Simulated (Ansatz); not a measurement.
# HfO2 (Fm-3m): Grüneisen parameters, part 2 of 2

Does HfO2 (Fm-3m) expand much on heating, by its phonons?

Ansatz 0.2.0; DFT LDA, scalar-relativistic, plane waves, PAW; PAW set soft_1.

So far, highest frequency on the path or at a solved wavevector (cm⁻¹): step 2 (the dispersion) 707.

## Step 4: Phonons at the other volume, volume ratio 0.97

The phonons are repeated at this volume on the same k and q meshes.

Input file input.yaml:

```yaml
crystal:
  lattice:
    - [0.0, 2.4756032454, 2.4756032454]
    - [2.4756032454, 0.0, 2.4756032454]
    - [2.4756032454, 2.4756032454, 0.0]
  atoms:
    - { symbol: Hf, position: [0.0, 0.0, 0.0] }
    - { symbol: O, position: [0.25, 0.25, 0.25] }
    - { symbol: O, position: [0.75, 0.75, 0.75] }
kpoints:
  mp_grid: { grid: [8, 8, 8] }
hamiltonian:
  xc: lda
  pseudopotentials: { kind: paw, azcp: { folder: soft_1 }, xc_functional: pbe }
scf:
  occupations: { method: fixed }
output:
  eigenvalues: true
phonons:
  method: dfpt
  dielectric: true
  rigid_motions: translations
  qmesh: [4, 4, 4]
  temperatures: { t_max: 1000, t_step: 50 }
  qpath:
    path:
      - [[0.0, 0.0, 0.0], [0.5, 0.0, 0.5], [0.625, 0.25, 0.625]]
      - [[0.375, 0.375, 0.75], [0.0, 0.0, 0.0], [0.5, 0.5, 0.5], [0.5, 0.25, 0.75], [0.5, 0.0, 0.5]]
    npoints: 10
```

Run with:

```bash
$ ansatz run input.yaml --threads 4 --pin off --max-ram 10240MiB --backend cpu --events-out ev --progress --plain --runs-dir out
```

Numbers of over 12 decimals in the logs are rounded to 6 here.

The program printed:

```text
[...]
Crystal: 3 atoms, lattice volume = 30.344 Å³
Basis set: ecut = 420 eV, 609 PW (Γ), exchange–correlation on 48×48×48 points (8 copies of the dense FFT grid, shifted against one another)
Bands: 23, of which v1, the nominal top of the filled ones, is band 19 counted from 1 (18 counted from 0)
Symmetry: 48 space group operations
k-points: 95 of 512 (irreducible under 4 space group operations, time reversal used)
[...]
SCF iter   1: F=—  HF=-16594.298470 eV  |F-HF|=—  |Δ(HF+E_count)|=         —  Δρ=9.11e-2  dr2=1.95e0  ethr=3.10e-3  ⟨swp⟩=4.1  Hψ=7290  notcnv=0  defer=178
[...]
SCF iter   9: F=-16593.593986 eV  HF=-16593.593986 eV  |F-HF|=1.82e-11  |Δ(HF+E_count)|=  7.28e-12  Δρ=1.76e-7  dr2=2.96e-12  ethr=1.00e-12  ⟨swp⟩=8.4  Hψ=14382  notcnv=0
SCF 1 converged in 9 iterations: F = -16593.593986 eV  dr2 = 2.96e-12
[...]
DFPT response loops at Γ: preconditioner auto → none (the input reference at scf.mixing.eps_inf says where Resta's filter doesn't serve); β = 0.50; Broyden in place of MSR1
NSCF: frozen V_eff on 29 k-points
[...]
SCF converged after 9 iterations
Free energy (F): -16593.593986 eV
[...]
Internal energy: -16593.593986 eV  (E = F + TS)
E sigma→0 (E₀):  -16593.593986 eV
Fermi energy:    15.841285 eV
[...]
--- Band table (eV; the first three rows and the last of 95) ---
  k-point 0: bands = [... 15 lower, 9.9083, 15.1770, 15.1770, 15.1770, 19.6615, 19.6615, 22.0026, 27.0938]
  k-point 1: bands = [... 15 lower, 10.4258, 14.7093, 14.8479, 14.8479, 20.0089, 20.0089, 22.5974, 26.2614]
  k-point 2: bands = [... 15 lower, 11.5715, 13.7613, 14.2769, 14.2769, 20.5147, 20.5147, 23.1355, 25.6760]
  k-point 94: bands = [... 15 lower, 13.0591, 13.0591, 14.2382, 15.6063, 20.7348, 21.1197, 23.4745, 23.4745]
--- Phonons (Γ-DFPT): 2 representative perturbations + reference, on 95 of 512 k-points (Σ response iterations 8) ---
  k mesh reduced under 4 symmetry operations, with k and −k counted as one. Each operation leaves every solved perturbation unchanged. A smaller set is not considered because the run solves the response to a homogeneous field
  ASR residual: 6.836e-5 → 0.000e0 eV/Å²; symmetrization residual: 2.045e-6 eV/Å²
  ASR residual per site (eV/Å²): 1.89e-5 6.84e-5 6.84e-5
  Γ frequencies (cm⁻¹): 0.00 0.00 0.00 279.20 279.20 279.20 624.37 624.37 624.37
  ε∞ (high-frequency dielectric tensor):
        5.389977     0.000000     0.000000
        0.000000     5.389977     0.000000
        0.000000    -0.000000     5.389977
  ε⁰ (static dielectric tensor: ions relaxed, cell fixed):
       29.482985    -0.000000     0.000000
       -0.000000    29.482985    -0.000000
        0.000000    -0.000000    29.482985
  ε⁰ − ε∞ (ionic part):
       24.093008    -0.000000     0.000000
       -0.000000    24.093008    -0.000000
        0.000000    -0.000000    24.093008
  softest optical mode at Γ: 279.20 cm⁻¹; the repairs (sum rule, projections) moved no ω² at Γ by more than (1.21 cm⁻¹)²
  Born effective charges Z* (e; rows j = field, columns β = displacement):
    site 0:
         5.60577   -0.00000    0.00000
         0.00000    5.60577    0.00000
        -0.00000   -0.00000    5.60577
    site 1:
        -2.80288    0.00000   -0.00000
        -0.00000   -2.80288   -0.00000
        -0.00000    0.00000   -2.80288
    site 2:
        -2.80288    0.00000   -0.00000
        -0.00000   -2.80288   -0.00000
         0.00000    0.00000   -2.80288
  Z* charge neutrality: 2.294e-5 e pre-enforcement
  k-mesh period / interband length: 28.0 Å / 1.34 Å = 20.83 at k = (0.0000, 0.0000, 0.0000), direct gap 4.484 eV — 14 or more, which is no proof of convergence
  optical modes at Γ without the LO–TO term, one row a degenerate level:
      ω (cm⁻¹)  modes    IR ((D/Å)²/amu)
        279.20      3            80.1578
        624.37      3             0.0000
  optical modes at Γ + LO–TO along q̂ = [1.0000, 0.0000, 0.0000]:
      ω (cm⁻¹)  modes    IR ((D/Å)²/amu)
        279.20      2            53.4385
        624.37      3             0.0000
        652.98      1            26.7193
  optical modes at Γ + LO–TO along q̂ = [0.0000, 1.0000, 0.0000]:
      ω (cm⁻¹)  modes    IR ((D/Å)²/amu)
        279.20      2            53.4385
        624.37      3             0.0000
        652.98      1            26.7193
  optical modes at Γ + LO–TO along q̂ = [0.0000, 0.0000, 1.0000]:
      ω (cm⁻¹)  modes    IR ((D/Å)²/amu)
        279.20      2            53.4385
        624.37      3             0.0000
        652.98      1            26.7193
--- Phonons (arbitrary-q DFPT): 8 irreducible q on the 4×4×4 mesh ---
[...]
interpolated dispersion: 63 rows × 9 modes
[...]
```

It took 92 s on 4 threads of Arm Neoverse V2, shared host; peak memory 1.2 GiB; 5.9 min of CPU time.

Numbers from this step:

- sum-rule residual before enforcement: 6.84e-5 eV/Å²
- miss of the charge sum rule: 2.29e-5 e
- lowest frequency on the path: -195.5 cm⁻¹
- highest frequency on the path or at a solved wavevector: 733.8 cm⁻¹
- highest optical mode at the zone centre (no LO-TO term): 624.4 cm⁻¹
- lowest optical zone-centre mode: 279.2 cm⁻¹
- mean high-frequency dielectric constant: 5.39
- largest Born charge (third of the trace): 5.606 e
- mean static dielectric constant: 29.48
- top of the zone-centre spectrum with the field: 653.0 cm⁻¹
- lowest mode on the q mesh (acoustic modes at Γ apart): -195.5 cm⁻¹

Frequencies (cm⁻¹) solved at each irreducible wavevector; negative means imaginary. Frequencies by wavevector, by row:

```tsv
q in reciprocal lattice units	star	mode 1	mode 2	mode 3	mode 4	mode 5	mode 6	mode 7	mode 8	mode 9
0 0 0	1	0	0	0	279.2	279.2	279.2	624.4	624.4	624.4
0 0 0.25	8	84.5	84.5	160.4	359.7	359.7	576.8	598.7	598.7	642.9
0 0 -0.5	4	100.3	100.3	216.9	441.1	441.1	531.3	557.7	557.7	628
0 0.25 0.25	6	83.9	83.9	208.4	295.9	295.9	472.7	617.2	617.2	693.2
0 0.25 -0.5	24	105.9	143.4	213.2	303	379.2	392.5	583.5	607.8	696.6
0 0.25 -0.25	12	102.3	133.1	206.2	268	459.5	493.4	520.4	622.9	671.2
0 -0.5 -0.5	3	-195.5	112.6	112.6	268.6	352.1	352.1	600.6	600.6	733.8
0.25 -0.5 -0.25	6	117.1	121.4	201.1	201.1	287.1	502.8	502.8	641.4	706.9
```

The highest optical mode at the zone centre (no LO-TO term) is 624.4 cm⁻¹, +27.9 cm⁻¹ against the base run.

## Step 5: Relaxing at another volume, volume ratio 1.03

The volume is scaled by 1.03 and held; symmetry leaves nothing to relax, so this is a single point. The modes can then be followed against volume.

input.yaml, the sections that differ from step 4:

```yaml
crystal:
  lattice:
    - [0.0, 2.5256289102, 2.5256289102]
    - [2.5256289102, 0.0, 2.5256289102]
    - [2.5256289102, 2.5256289102, 0.0]
  atoms:
    - { symbol: Hf, position: [0.0, 0.0, 0.0] }
    - { symbol: O, position: [0.25, 0.25, 0.25] }
    - { symbol: O, position: [0.75, 0.75, 0.75] }
output:
  forces: true
  stress: true
  eigenvalues: true
# kpoints, hamiltonian, scf: as in step 4
# phonons: removed
```

The program printed:

```text
[...]
Crystal: 3 atoms, lattice volume = 32.221 Å³
Basis set: ecut = 420 eV, 609 PW (Γ)
Bands: 23, of which v1, the nominal top of the filled ones, is band 19 counted from 1 (18 counted from 0)
Symmetry: 48 space group operations
[...]
k-points: 29 of 512
[...]
--- Band table (eV; the first three rows and the last of 29) ---
  k-point 0: bands = [... 15 lower, 9.1119, 14.0098, 14.0098, 14.0098, 18.3488, 18.3488, 20.3367, 25.1354]
  k-point 1: bands = [... 15 lower, 9.5661, 13.5420, 13.7063, 13.7063, 18.6550, 18.6550, 20.9430, 24.4020]
  k-point 2: bands = [... 15 lower, 10.5951, 12.6111, 13.1678, 13.1678, 19.1050, 19.1050, 21.5723, 23.8392]
  k-point 28: bands = [... 15 lower, 11.9955, 11.9955, 13.1516, 14.4274, 19.3203, 19.6558, 21.7466, 21.7466]
[key lines of the parts left out:]
SCF converged after 8 iterations
Free energy (F): -16593.596635 eV
Fermi energy:    14.639608 eV
P = ⅓ Tr σ = -7.8370 GPa (-78.370 kbar)
```

Wall time 0.53 s (4 threads); peak memory 0.29 GiB.

This step gave:

* pressure: -7.837 GPa
* gap on the k-mesh: 3.595 eV
* volume per atom: 10.74 Å³
* direct gap on mesh: 3.595 eV

The run ends at a pressure of -7.84 GPa.

## Step 6: Phonons at the other volume, volume ratio 1.03

The phonons are repeated at this volume on the same k and q meshes.

input.yaml, the sections that differ from step 5:

```yaml
output:
  eigenvalues: true
phonons:
  method: dfpt
  dielectric: true
  rigid_motions: translations
  qmesh: [4, 4, 4]
  temperatures: { t_max: 1000, t_step: 50 }
  qpath:
    path:
      - [[0.0, 0.0, 0.0], [0.5, 0.0, 0.5], [0.625, 0.25, 0.625]]
      - [[0.375, 0.375, 0.75], [0.0, 0.0, 0.0], [0.5, 0.5, 0.5], [0.5, 0.25, 0.75], [0.5, 0.0, 0.5]]
    npoints: 10
# crystal, kpoints, hamiltonian, scf: as in step 5
```

The program printed:

```text
[...]
Crystal: 3 atoms, lattice volume = 32.221 Å³
Basis set: ecut = 420 eV, 609 PW (Γ), exchange–correlation on 48×48×48 points (8 copies of the dense FFT grid, shifted against one another)
Bands: 23, of which v1, the nominal top of the filled ones, is band 19 counted from 1 (18 counted from 0)
Symmetry: 48 space group operations
[...]
ω (cm⁻¹)  modes    IR ((D/Å)²/amu)
[...]
609.00      1            26.4366
  optical modes at Γ + LO–TO along q̂ = [0.0000, 0.0000, 1.0000]:
      ω (cm⁻¹)  modes    IR ((D/Å)²/amu)
        217.29      2            52.8732
        570.22      3             0.0000
        609.00      1            26.4366
--- Phonons (arbitrary-q DFPT): 8 irreducible q on the 4×4×4 mesh ---
[...]
interpolated dispersion: 63 rows × 9 modes
[...]
[key lines of the parts left out:]
SCF converged after 9 iterations
Free energy (F): -16593.596637 eV
Fermi energy:    14.639603 eV
```

Elapsed: 94 s, on 4 threads; peak memory 1.3 GiB; 6 min of CPU time.

This step gave:

```yaml
sum_rule_residual_before_enforcement: 8.98e-5 eV/Å²
miss_of_the_charge_sum_rule: 2.58e-5 e
lowest_frequency_on_the_path: -235.3 cm⁻¹
highest_frequency_on_the_path_or_at_a_solved_wavevector: 681.9 cm⁻¹
highest_optical_mode_at_the_zone_centre_no_lo_to_term: 570.2 cm⁻¹
lowest_optical_zone_centre_mode: 217.3 cm⁻¹
mean_high_frequency_dielectric_constant: 5.407
largest_born_charge_third_of_the_trace: 5.576 e
mean_static_dielectric_constant: 42.47
top_of_the_zone_centre_spectrum_with_the_field: 609 cm⁻¹
lowest_mode_on_the_q_mesh_acoustic_modes_at_gamma_apart: -235.3 cm⁻¹
```

The highest optical mode at the zone centre (no LO-TO term) is 570.2 cm⁻¹, -26.2 cm⁻¹ against the base run.

## Step 7: Grüneisen parameters

The Grüneisen parameter of a mode is minus the logarithmic change of its frequency with volume, −d ln ω / d ln V; weighted by heat capacity it gives the expansion.

Numbers from this step:

```
bulk modulus : 283.5 GPa
```

The phonon branches at the labelled points (cm⁻¹):

```tsv
point	branch 1	branch 2	branch 3	branch 4	branch 5	branch 6	branch 7	branch 8	branch 9
Γ	0	0	0	248	248	596	596	596	630
halfway	79	79	201	265	265	447	590	590	668
X	-218	102	102	260	324	324	574	574	707
halfway	-187	101	120	247	329	342	568	578	702
U	-66	98	156	221	341	386	548	586	687
jump to K	-66	98	156	221	341	386	548	586	687
halfway	90	91	180	255	405	502	537	601	629
Γ	0	0	0	248	248	596	596	596	630
halfway	80	80	152	332	332	552	571	571	620
L	92	92	201	415	415	511	531	531	603
halfway	96	150	180	312	334	458	510	595	654
W	53	106	191	191	256	478	478	616	680
halfway	-159	104	133	238	298	382	548	593	696
X	-218	102	102	260	324	324	574	574	707
```

The same for volume x 0.97:

```tsv
point	branch 1	branch 2	branch 3	branch 4	branch 5	branch 6	branch 7	branch 8	branch 9
Γ	0	0	0	279	279	624	624	624	653
X	-196	113	113	269	352	352	601	601	734
U	82	108	167	236	365	413	574	611	714
K	82	108	167	236	365	413	574	611	714
Γ	0	0	0	279	279	624	624	624	653
L	100	100	217	441	441	531	558	558	628
W	117	121	201	201	287	503	503	641	707
X	-196	113	113	269	352	352	601	601	734
```

The same for volume x 1.03:

```tsv
point	branch 1	branch 2	branch 3	branch 4	branch 5	branch 6	branch 7	branch 8	branch 9
Γ	0	0	0	217	217	570	570	570	609
X	-235	90	90	251	296	296	550	550	682
U	-119	86	146	205	320	360	524	562	662
K	-119	86	146	205	320	360	524	562	662
Γ	0	0	0	217	217	570	570	570	609
L	83	83	184	391	391	492	506	506	580
W	-88	94	181	181	224	454	454	592	655
X	-235	90	90	251	296	296	550	550	682
```

The first set of phonon branches as a text plot (rows in cm⁻¹):

```
    714 |         *******                                     ***
    673 |    *****       ****                         ********
    633 |****                ******************    ***   ***
    592 |***********************************   **** *****   *****
    552 |   *          ****     ****       ****** **         ***
    512 |    **            **  **             ***********  **
    471 |                   ****                   *********
    431 |      *           * ***                 ***        *
    391 |                ** *   *             *** ****       *
    350 |       *      *****     *          **      ***       **
    310 |        *******          **       *          **      ***
    269 | *************         ******  ***            ******* **
    229 |*      **     *********      **                *   ***
    189 |    ***           ******            ***************
    148 |   *           *** ***  *          *        ****   **
    108 |  *    ***************** **      **  *******************
     68 | *  ***                 ****    *****           **
     27 | ***                       **  **                 *
    -13 |*                            **
    -54 |                 *
    -94 |                *                                  *
   -134 |                                                    *
   -175 |           *  **                                     *
   -215 |            **                                        **
         Γ           X  U|K            Γ         L        W     X
```

## Step 8: Outcome

- bulk modulus: 284 GPa
- gap deformation potential: -2.28 eV

No expansion is given, because modes are imaginary at one volume or more. Without the field, the highest optical mode at Γ goes from 624 to 570 cm⁻¹ as the cell grows, a Grüneisen parameter of 1.51. Branches are matched by rank, so values near crossings are rough. The program warns that the interpolation holds no quadrupole term, so branches close to Γ can be off in this crystal. Spin-orbit coupling is left out, which can matter for the heavy elements here. The PAW files were made for PBE and serve the other functionals too.

[Logs are printed without paths, hosts, clocks, repeated set-up lines and the standing remarks that a program may print on its own settings, such as how far it seeks lower states.]

[Hosts, paths, dates, database ids (printed as entryN), source tags and the programs' standing remarks are cut or masked in the printed files.]
